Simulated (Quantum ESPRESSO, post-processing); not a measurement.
# Co(0001), 4 layers: vacuum convergence, part 3 of 3

Aim: how far one choice must go before the vacuum level and the energy of Co(0001), 4 layers stand still, and what it costs.

Quantum ESPRESSO 7.5; plane-wave DFT, PBE, GBRV ultrasoft pseudopotentials.

So far. Step 9 (Potential by pp.x): Counted from each run's own zero (the Fermi level), the vacuum level differs from the first run's by -0 meV.

## Step 10: Self-consistent run: 10 Å of vacuum

Input file c8.in:

```
&control
  prefix = 'c8'
  outdir = './out'
  pseudo_dir = './pseudo'
  calculation = 'scf'
  tprnfor = .true.
/
&system
  ibrav = 0
  nat = 4
  ntyp = 1
  ecutwfc = 40
  ecutrho = 200
  occupations = 'smearing'
  smearing = 'mv'
  degauss = 0.02
  nspin = 2
  starting_magnetization(1) = 0.28
/
&electrons
  conv_thr = 1e-07
  mixing_beta = 0.4
  electron_maxstep = 120
  mixing_mode = 'local-TF'
/
ATOMIC_SPECIES
  Co  58.9332  co_pbe_v1.2.uspp.F.UPF
CELL_PARAMETERS angstrom
  2.51000000000000 0.00000000000000 0.00000000000000
  1.25500000000000 2.17372376349894 0.00000000000000
  0.00000000000000 0.00000000000000 16.10683000000000
ATOMIC_POSITIONS crystal
  Co  0.666666666700 0.666666666700 0.310427315617
  Co  0.000000000000 0.000000000000 0.436809105206
  Co  0.666666666700 0.666666666700 0.563190894794
  Co  0.000000000000 0.000000000000 0.689572684383
K_POINTS automatic
  12 12 1 0 0 0
```

On the command line:

```
$ OMP_NUM_THREADS=1 mpirun -n 4 pw.x -nk 4 -in c8.in > c8.out
```

The program printed:

```text
[banner, memory and clock lines left out]
Program PWSCF v.7.5 starts
[...]
Message from routine setup:
[...]
number of electrons       =        68.00
     number of Kohn-Sham states=           41
     kinetic-energy cutoff     =      40.0000  Ry
     charge density cutoff     =     200.0000  Ry
[...]
number of k points=    19  Marzari-Vanderbilt smearing, width (Ry)=  0.0200
[...]
Dense  grid:    28421 G-vectors     FFT dimensions: (  24,  24, 144)
[...]
negative rho (up, down):  1.737E-05 9.771E-06
     Starting wfcs are   52 randomized atomic wfcs
[...]
negative rho (up, down):  2.881E-02 4.737E-03
[...]
estimated scf accuracy    <      82.62492063 Ry
     total magnetization       =     7.14 Bohr mag/cell
     absolute magnetization    =     7.78 Bohr mag/cell
[...]
negative rho (up, down):  1.250E-02 1.675E-03
[...]
estimated scf accuracy    <       1.96721864 Ry
     total magnetization       =     8.84 Bohr mag/cell
     absolute magnetization    =     9.41 Bohr mag/cell
[...]
negative rho (up, down):  1.835E-03 1.032E-04
[...]
estimated scf accuracy    <       0.39856674 Ry
     total magnetization       =     7.69 Bohr mag/cell
     absolute magnetization    =     8.45 Bohr mag/cell
[...]
estimated scf accuracy    <       0.77464710 Ry
     total magnetization       =     7.52 Bohr mag/cell
     absolute magnetization    =     8.33 Bohr mag/cell
[...]
estimated scf accuracy    <       0.12100138 Ry
     total magnetization       =     7.28 Bohr mag/cell
     absolute magnetization    =     8.08 Bohr mag/cell
[...]
estimated scf accuracy    <       0.05645124 Ry
     total magnetization       =     6.95 Bohr mag/cell
     absolute magnetization    =     7.76 Bohr mag/cell
[...]
estimated scf accuracy    <       0.04188670 Ry
     total magnetization       =     6.86 Bohr mag/cell
     absolute magnetization    =     7.63 Bohr mag/cell
[...]
estimated scf accuracy    <       0.01535030 Ry
     total magnetization       =     6.91 Bohr mag/cell
     absolute magnetization    =     7.65 Bohr mag/cell
[...]
estimated scf accuracy    <       0.01583366 Ry
     total magnetization       =     6.98 Bohr mag/cell
     absolute magnetization    =     7.71 Bohr mag/cell
[...]
estimated scf accuracy    <       0.00031801 Ry
     total magnetization       =     6.99 Bohr mag/cell
     absolute magnetization    =     7.75 Bohr mag/cell
[...]
estimated scf accuracy    <       0.00013872 Ry
     total magnetization       =     6.99 Bohr mag/cell
     absolute magnetization    =     7.76 Bohr mag/cell
[...]
estimated scf accuracy    <       0.00001659 Ry
     total magnetization       =     6.99 Bohr mag/cell
     absolute magnetization    =     7.77 Bohr mag/cell
[...]
negative rho (up, down):  1.790E-06 4.327E-08
[...]
estimated scf accuracy    <       0.00000431 Ry
     total magnetization       =     6.98 Bohr mag/cell
     absolute magnetization    =     7.76 Bohr mag/cell
[...]
negative rho (up, down):  8.573E-07 0.000E+00
[...]
estimated scf accuracy    <       0.00000047 Ry
     total magnetization       =     6.99 Bohr mag/cell
     absolute magnetization    =     7.77 Bohr mag/cell
[...]
negative rho (up, down):  5.952E-07 0.000E+00
[...]
the Fermi energy is     6.7653 ev
!    total energy              =   -1193.84441267 Ry
     estimated scf accuracy    <       0.00000002 Ry
     smearing contrib. (-TS)   =       0.00219537 Ry
     internal energy E=F+TS    =   -1193.84660803 Ry
[...]
one-electron contribution =   -4509.78624725 Ry
     hartree contribution      =    2269.61996547 Ry
     xc contribution           =    -130.52764462 Ry
     ewald contribution        =    1176.84731836 Ry
     total magnetization       =     6.98 Bohr mag/cell
     absolute magnetization    =     7.77 Bohr mag/cell
     convergence has been achieved in  15 iterations
     negative rho (up, down):  5.952E-07 0.000E+00
[...]
Total force =     0.039510     Total SCF correction =     0.000566
[...]
```

Run time: 36 s. Hardware: 4 MPI ranks of Arm Neoverse V1, shared host; peak memory 0.41 GiB; 2.4 min of CPU time.

Read from the output:

```
Fermi energy           : 6.765 eV
absolute magnetization : 7.77 μB
```

The program's own clock; routines nest. Time by routine:

```tsv
routine	wall time (s)	calls
PWSCF	35.37	1
electrons	33.89	1
c_bands	26.37	15
cegterg	23.64	150
h_psi	17.95	567
fftw	17.38	34994
vloc_psi	15.77	567
sum_band	4.5	15
mix_rho	1.69	15
calbec	1.63	757
ffts	1.21	1132
init_run	1.14	1
h_psi:calbec	1.07	567
add_vuspsi	1.06	567
```

## Step 11: Electrostatic potential

Input file c8.pot.in:

```
&inputpp
  prefix = 'c8'
  outdir = './out'
  filplot = 'c8.pot.dat'
  plot_num = 11
/
```

On the command line:

```
$ OMP_NUM_THREADS=1 mpirun -n 4 pp.x -in c8.pot.in > c8.pot.out
```

It took 0.76 s on 4 MPI ranks; peak memory 0.1 GiB.

This step gave:

- potential in the middle of the vacuum, over the Fermi level: 5.012 eV

Counted from each run's own zero (the Fermi level), the vacuum level differs from the first run's by +1 meV.

## Step 12: SCF with pw.x: 8 Å of vacuum

Input file c10.in:

```
&control
  prefix = 'c10'
  outdir = './out'
  pseudo_dir = './pseudo'
  calculation = 'scf'
  tprnfor = .true.
/
&system
  ibrav = 0
  nat = 4
  ntyp = 1
  ecutwfc = 40
  ecutrho = 200
  occupations = 'smearing'
  smearing = 'mv'
  degauss = 0.02
  nspin = 2
  starting_magnetization(1) = 0.28
/
&electrons
  conv_thr = 1e-07
  mixing_beta = 0.4
  electron_maxstep = 120
  mixing_mode = 'local-TF'
/
ATOMIC_SPECIES
  Co  58.9332  co_pbe_v1.2.uspp.F.UPF
CELL_PARAMETERS angstrom
  2.51000000000000 0.00000000000000 0.00000000000000
  1.25500000000000 2.17372376349894 0.00000000000000
  0.00000000000000 0.00000000000000 14.10683000000000
ATOMIC_POSITIONS crystal
  Co  0.666666666700 0.666666666700 0.283550592160
  Co  0.000000000000 0.000000000000 0.427850197387
  Co  0.666666666700 0.666666666700 0.572149802613
  Co  0.000000000000 0.000000000000 0.716449407840
K_POINTS automatic
  12 12 1 0 0 0
```

On the command line:

```
$ OMP_NUM_THREADS=1 mpirun -n 4 pw.x -nk 4 -in c10.in > c10.out
```

The program printed:

```text
[banner, memory and clock lines left out]
Program PWSCF v.7.5 starts
[...]
Message from routine setup:
[...]
number of electrons       =        68.00
     number of Kohn-Sham states=           41
     kinetic-energy cutoff     =      40.0000  Ry
     charge density cutoff     =     200.0000  Ry
[...]
number of k points=    19  Marzari-Vanderbilt smearing, width (Ry)=  0.0200
[...]
Dense  grid:    24889 G-vectors     FFT dimensions: (  24,  24, 125)
[...]
negative rho (up, down):  6.494E-07 3.653E-07
     Starting wfcs are   52 randomized atomic wfcs
[...]
negative rho (up, down):  1.022E-02 7.345E-04
[...]
estimated scf accuracy    <      64.35767408 Ry
     total magnetization       =     7.77 Bohr mag/cell
     absolute magnetization    =     8.24 Bohr mag/cell
[...]
negative rho (up, down):  5.892E-03 3.690E-04
[...]
estimated scf accuracy    <       2.04500882 Ry
     total magnetization       =     9.01 Bohr mag/cell
     absolute magnetization    =     9.68 Bohr mag/cell
[...]
negative rho (up, down):  5.725E-05 5.001E-06
[...]
estimated scf accuracy    <       0.33150570 Ry
     total magnetization       =     7.81 Bohr mag/cell
     absolute magnetization    =     8.59 Bohr mag/cell
[...]
estimated scf accuracy    <       0.48278632 Ry
     total magnetization       =     7.48 Bohr mag/cell
     absolute magnetization    =     8.32 Bohr mag/cell
[...]
estimated scf accuracy    <       0.08471638 Ry
     total magnetization       =     7.30 Bohr mag/cell
     absolute magnetization    =     8.11 Bohr mag/cell
[...]
estimated scf accuracy    <       0.03005049 Ry
     total magnetization       =     6.95 Bohr mag/cell
     absolute magnetization    =     7.77 Bohr mag/cell
[...]
estimated scf accuracy    <       0.02073134 Ry
     total magnetization       =     6.85 Bohr mag/cell
     absolute magnetization    =     7.63 Bohr mag/cell
[...]
estimated scf accuracy    <       0.00535715 Ry
     total magnetization       =     6.92 Bohr mag/cell
     absolute magnetization    =     7.67 Bohr mag/cell
[...]
estimated scf accuracy    <       0.00501084 Ry
     total magnetization       =     6.99 Bohr mag/cell
     absolute magnetization    =     7.74 Bohr mag/cell
[...]
estimated scf accuracy    <       0.00009598 Ry
     total magnetization       =     6.99 Bohr mag/cell
     absolute magnetization    =     7.76 Bohr mag/cell
[...]
estimated scf accuracy    <       0.00001824 Ry
     total magnetization       =     6.99 Bohr mag/cell
     absolute magnetization    =     7.76 Bohr mag/cell
[...]
estimated scf accuracy    <       0.00001780 Ry
     total magnetization       =     6.99 Bohr mag/cell
     absolute magnetization    =     7.77 Bohr mag/cell
[...]
estimated scf accuracy    <       0.00000192 Ry
     total magnetization       =     6.98 Bohr mag/cell
     absolute magnetization    =     7.76 Bohr mag/cell
[...]
estimated scf accuracy    <       0.00000010 Ry
     total magnetization       =     6.98 Bohr mag/cell
     absolute magnetization    =     7.77 Bohr mag/cell
[...]
the Fermi energy is     8.4329 ev
!    total energy              =   -1193.84442400 Ry
     estimated scf accuracy    <          4.8E-09 Ry
     smearing contrib. (-TS)   =       0.00219306 Ry
     internal energy E=F+TS    =   -1193.84661706 Ry
[...]
one-electron contribution =   -3153.43642004 Ry
     hartree contribution      =    1595.61478052 Ry
     xc contribution           =    -130.52786694 Ry
     ewald contribution        =     494.50288940 Ry
     total magnetization       =     6.98 Bohr mag/cell
     absolute magnetization    =     7.77 Bohr mag/cell
     convergence has been achieved in  15 iterations
[...]
Total force =     0.039497     Total SCF correction =     0.000248
[...]
```

Run time: 32 s. Hardware: 4 MPI ranks; peak memory 0.38 GiB; 2.1 min of CPU time.

Numbers from this step:

```
free energy  : -16243.0809 eV
Fermi energy : 8.433 eV
```

The program's own clock; routines nest. Time by routine:

```tsv
routine	wall time (s)	calls
PWSCF	31.36	1
electrons	30	1
c_bands	23.46	15
cegterg	21.22	150
h_psi	16.11	571
fftw	15.63	35226
vloc_psi	14.18	571
sum_band	4.03	15
calbec	1.44	761
mix_rho	1.32	15
init_run	1.03	1
h_psi:calbec	0.95	571
add_vuspsi	0.94	571
ffts	0.94	1006
```

## Step 13: Electrostatic potential

Input file c10.pot.in:

```
&inputpp
  prefix = 'c10'
  outdir = './out'
  filplot = 'c10.pot.dat'
  plot_num = 11
/
```

On the command line:

```
$ OMP_NUM_THREADS=1 mpirun -n 4 pp.x -in c10.pot.in > c10.pot.out
```

Wall time 0.74 s (4 MPI ranks); peak memory 0.1 GiB.

This step gave:

- potential in the middle of the vacuum, over the Fermi level: 5.014 eV

Counted from each run's own zero (the Fermi level), the vacuum level differs from the first run's by +2 meV.

## Step 14: The series side by side

All levels:

```tsv
level	vacuum level over the Fermi level (eV)	its change from the first (meV)	energy from the first (meV an atom)	SCF iterations	wall time (s)	peak memory (GiB)	CPU time (s)
24 Å of vacuum	5.011	0	0	19	91.39	0.58	365.2
18 Å of vacuum	5.012	0.7318	-0.02959	21	75.73	0.55	302.6
14 Å of vacuum	5.011	0.1092	0.02993	17	51.5	0.48	205.7
12 Å of vacuum	5.011	-0.1212	0.05415	17	45.83	0.44	183
10 Å of vacuum	5.012	0.769	0.05793	15	35.9	0.41	143.3
8 Å of vacuum	5.014	2.207	0.01939	15	31.89	0.38	127.3
```

## Step 15: What came out

```json
{
  "vacuum level over the Fermi level, 24 Å of vacuum": "5.011 eV",
  "cheapest step of the main series that, with all steps before it, keeps the vacuum level within 20 meV of the first": "8 Å of vacuum: +2 meV, 2.1 min of CPU time against 6.1 min",
  "setting with the largest shift of the level": "8 Å of vacuum: +2 meV"
}
```

In words: The cheapest step of the main series that, with all steps before it, keeps the vacuum level within 20 meV of the first is 8 Å of vacuum: +2 meV, 2.1 min of CPU time against 6.1 min. Over the series the energy moves by up to 0.0579 meV an atom and the vacuum level by up to 2 meV. The level is read in the middle of the vacuum, where a short gap still holds the tails of both faces. The times come from a shared host and are rough. Peak memory is sampled during the run and can miss the peak. The geometry is as built, not relaxed.

[Logs are printed without paths, hosts, clocks, repeated set-up lines and the standing remarks that a program may print on its own settings, such as how far it seeks lower states.]

[Hosts, paths, dates, database ids (printed as entryN), source tags and the programs' standing remarks are cut or masked in the printed files.]

[Maps of the electrostatic potential energy from Ansatz leave out the sawtooth potential of an applied field or a dipole correction, so their vacuum need not be flat; planar profiles and work functions include it.]
